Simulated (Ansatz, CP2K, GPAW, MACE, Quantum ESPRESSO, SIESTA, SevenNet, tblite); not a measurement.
# SIESTA on random rock-salt alloy of NbC and TiC (64 atoms): settings against a plane-wave reference, part 2 of 2

Aim: run random rock-salt alloy of NbC and TiC (64 atoms) in SIESTA and see how near its forces come to a plane-wave reference, and at what cost.

Program: SIESTA 5.4.2; the method stands at each step. Banners, paths, timers and routine set-up lines are dropped from the logs unmarked, and long logs keep their key lines alone; longer cuts are marked. The potentials were converted by us to PSML.

So far. Step 2 (PBE, DZP, shift 0.01 Ry, mesh 500 Ry): Forces lie 21 % from the reference's, at 23 times its CPU time (on 2 against 4 cores). Step 3 (PBE, SZP, shift 0.01 Ry, mesh 500 Ry): Against the first run (21 %), the force difference from the reference is 29 %, at 0.72 times the CPU time, with 704 basis functions against 1024: the smaller basis costs accuracy.

## 4. PBE, SZ, shift 0.01 Ry, mesh 500 Ry

Method: Kohn-Sham DFT, PBE, PseudoDojo 0.4.1 norm-conserving pseudopotentials (converted to PSML), numerical atomic orbitals (SZ), diagonalisation.

The input, input.fdf:

```
SystemLabel cell
NumberOfAtoms 64
NumberOfSpecies 3
%block ChemicalSpeciesLabel
  1 22 Ti
  2 6 C
  3 41 Nb
%endblock ChemicalSpeciesLabel
LatticeConstant 1.0 Ang
%block LatticeVectors
  8.76240 0.00000 0.00000
  0.00000 8.76240 0.00000
  0.00000 0.00000 8.76240
%endblock LatticeVectors
PAO.BasisSize SZ
PAO.EnergyShift 0.01 Ry
XC.Functional GGA
XC.Authors PBE
MeshCutoff 500 Ry
%block kgrid_Monkhorst_Pack
  1 0 0 0.0
  0 1 0 0.0
  0 0 1 0.0
%endblock kgrid_Monkhorst_Pack
SolutionMethod diagon
OccupationFunction FD
ElectronicTemperature 580 K
SCF.Mixer.Method Pulay
SCF.Mixer.Weight 0.05
SCF.Mixer.History 8
SCF.Mix Hamiltonian
MaxSCFIterations 300
SCF.DM.Tolerance 1e-04
SCF.H.Tolerance 1.0e-3 eV
WriteForces T
Write.HirshfeldPop T
Write.VoronoiPop T
Write.DM F
Write.H F
XML.Write F
AtomicCoordinatesFormat Fractional
%block AtomicCoordinatesAndAtomicSpecies
[... 64 atom lines left out: the same atoms as in the first run ...]
%endblock AtomicCoordinatesAndAtomicSpecies
```

The run is started by

```console
$ OMP_NUM_THREADS=1 siesta < input.fdf > output.txt
```

The program printed:

```text
Version         : 5.4.2
reinit: System Name:
reinit: System Label: cell
initatom: Reading input for the pseudopotentials and atomic orbitals ----------
Species number:   1 Atomic number:   22 Label: Ti
Species number:   2 Atomic number:    6 Label: C
Species number:   3 Atomic number:   41 Label: Nb
Ground state valence configuration (from tables):   4s02  4p00  3d02  4f00
Ground state valence configuration (from tables):   2s02  2p02  3d00  4f00
Ground state valence configuration (from tables):   5s01  5p00  4d04  4f00
---- Processing specs for species: Ti
[... lines left out ...]
        iscf     Eharris(eV)        E_KS(eV)     FreeEng(eV)     dDmax    Ef(eV) dHmax(eV)
[... lines left out ...]
SCF Convergence by DM+H criterion
[... lines left out ...]
SCF cycle converged after 23 iterations
[... lines left out ...]
   Max    1.791887
[... lines left out ...]
   Max    1.791887    constrained
Stress tensor Voigt[x,y,z,yz,xz,xy] (kbar):       77.61       78.32       89.86        2.00       -8.79        3.39
[... lines left out ...]
siesta: FreeEng =    -57861.142949
[... lines left out ...]
siesta:         Fermi =      -5.134025
[... lines left out ...]
siesta:     0.002114    0.048886    0.001247
siesta:    -0.005485    0.001247    0.056088
siesta: Cell volume =        672.774038 Ang**3
siesta: Pressure (static):
siesta:                Solid            Molecule  Units
siesta:          -0.00055696         -0.00086986  Ry/Bohr**3
siesta:          -0.05113788         -0.07986688  eV/Ang**3
siesta:         -81.93190985       -127.96084440  kBar
    Orbital volume contribution        =          23.645578 eV
    (Free)E + p_basis*V_orbitals       =      -57837.497372 eV
    (Free)Eharris+ p_basis*V_orbitals  =      -57837.497411 eV
Hirshfeld Atomic Populations:
Atom #   charge [q] valence [e]  Species
     1     0.216133   11.783867  Ti
     2    -0.319198    4.319198  C
     3     0.512456   12.487544  Nb
     4    -0.333056    4.333056  C
     5     0.226565   11.773435  Ti
     6    -0.352143    4.352143  C
     7     0.255079   11.744921  Ti
[...]
15     0.523947   12.476053  Nb
[...]
17     0.519332   12.480668  Nb
[...]
--------------------
 Total    -0.000055
Voronoi Atomic Populations:
Atom #   charge [q] valence [e]  Species
[...]
45     0.702835   12.297165  Nb
[...]
57     0.699218   12.300782  Nb
[...]
61     0.339597   11.660403  Ti
    62    -0.446199    4.446199  C
    63     0.334671   11.665329  Ti
    64    -0.450636    4.450636  C
--------------------
 Total    -0.000055
```

Elapsed: 3.3 min, on 1 thread of Arm Neoverse V1, shared host; peak memory 0.9 GiB.

Compared with the plane-wave run:

| Item | Value |
| --- | --- |
| r.m.s. force component | 0.68 eV/Å |
| r.m.s. difference of force components | 320.2 meV/Å |
| longest difference of force vectors | 1193 meV/Å |
| force difference over r.m.s. force | 62 % |
| slope of forces against the reference's | 1.175 |
| correlation of force components | 0.8921 |
| pressure | -8.193 GPa |
| pressure difference | -11.18 GPa |

This is a coarse setting, run to see what it loses.

Against the first run (21 %), the force difference from the reference is 62 %, at 0.25 times the CPU time (on 1 against 2 cores), with 448 basis functions against 1024: the smaller basis costs accuracy.

## 5. Side by side

Differences are against the plane-wave reference, forces as r.m.s. over components; share is that over the reference's r.m.s. force, slope the least-squares factor from reference forces to these. Total energies of different programs have different zeros and aren't compared.

```csv
run,"Δ force, r.m.s. (meV/Å)",share (%),slope,Δ pressure (GPa),cores,CPU time,memory (GiB)
reference,-,-,-,-,4,35 s,0.96
"SIESTA PBE, DZP, shift 0.01 Ry, mesh 500 Ry",108,21.0,1.039,0.706,2,13 min,2.0
"SIESTA PBE, SZP, shift 0.01 Ry, mesh 500 Ry (coarse)",148,28.6,1.074,0.441,2,9.3 min,1.8
"SIESTA PBE, SZ, shift 0.01 Ry, mesh 500 Ry (coarse)",320,62.0,1.175,-11.2,1,3.3 min,0.9
```

Rows marked coarse were listed beforehand as settings not expected to be converged; some can still land near the reference.

CPU time is summed over cores on a shared host, where runs went side by side, so it is rough. Symmetry, cutoffs, thresholds, outputs and thread counts weren't matched or tuned between programs; memory under MPI is the largest rank's times the ranks.

A second geometry, displaced anew (every atom was moved at random, 0.04 Å r.m.s. a Cartesian component), gives an energy difference that all programs can be tested on. The reference puts it at 33.01 meV/atom.

```
                                        run  energy less the first geometry's (meV/atom)  error (meV/atom)  force share at the second geometry (%)
SIESTA PBE, DZP, shift 0.01 Ry, mesh 500 Ry                                        31.60             -1.41                                    13.4
SIESTA PBE, SZP, shift 0.01 Ry, mesh 500 Ry                                        33.32             0.315                                    18.3
 SIESTA PBE, SZ, shift 0.01 Ry, mesh 500 Ry                                        34.95              1.95                                    38.8
```

## 6. Summary of results

| Item | Value |
| --- | --- |
| nearest in forces | SIESTA PBE, DZP, shift 0.01 Ry, mesh 500 Ry, 21 % |
| its CPU time | 13 min |

The PBE run in local orbitals, coarse settings apart, differs by 21 % (SIESTA PBE, DZP, shift 0.01 Ry, mesh 500 Ry); basis, grid and potentials can all enter. Runs with settings chosen to be coarse differ by 29 % (SIESTA PBE, SZP, shift 0.01 Ry, mesh 500 Ry) to 62 % (SIESTA PBE, SZ, shift 0.01 Ry, mesh 500 Ry), their programs' other errors included. None of the electronic-structure runs in the table takes under half the reference's CPU time of 35 s; they take 5.7 to 23 times as much. In pressure, SIESTA PBE, SZ, shift 0.01 Ry, mesh 500 Ry misses by -11.2 GPa, at the same functional. The energy difference between the two geometries, 33.0 meV/atom in the reference, is met best by SIESTA PBE, SZP, shift 0.01 Ry, mesh 500 Ry (coarse) (+0.315) and worst by SIESTA PBE, SZ, shift 0.01 Ry, mesh 500 Ry (coarse) (+1.95). The host structure and its lattice constant were typed by rule, without a check against the phase diagram. The reference's pressure of 3.0 GPa belongs to a cell and atoms that aren't relaxed at this level. The electronic-structure runs sample only Γ, in a cell whose shortest periodic width is 9 Å.

[Also dropped from logs without a mark: logging warnings of Python, and SIESTA's first energy breakdown and zero terms.]

[Logs are printed without paths, hosts, clocks, repeated set-up lines and the standing remarks that a program may print on its own settings, such as how far it seeks lower states.]

[Hosts, paths, dates, database ids (printed as entryN), source tags and the programs' standing remarks are cut or masked in the printed files.]
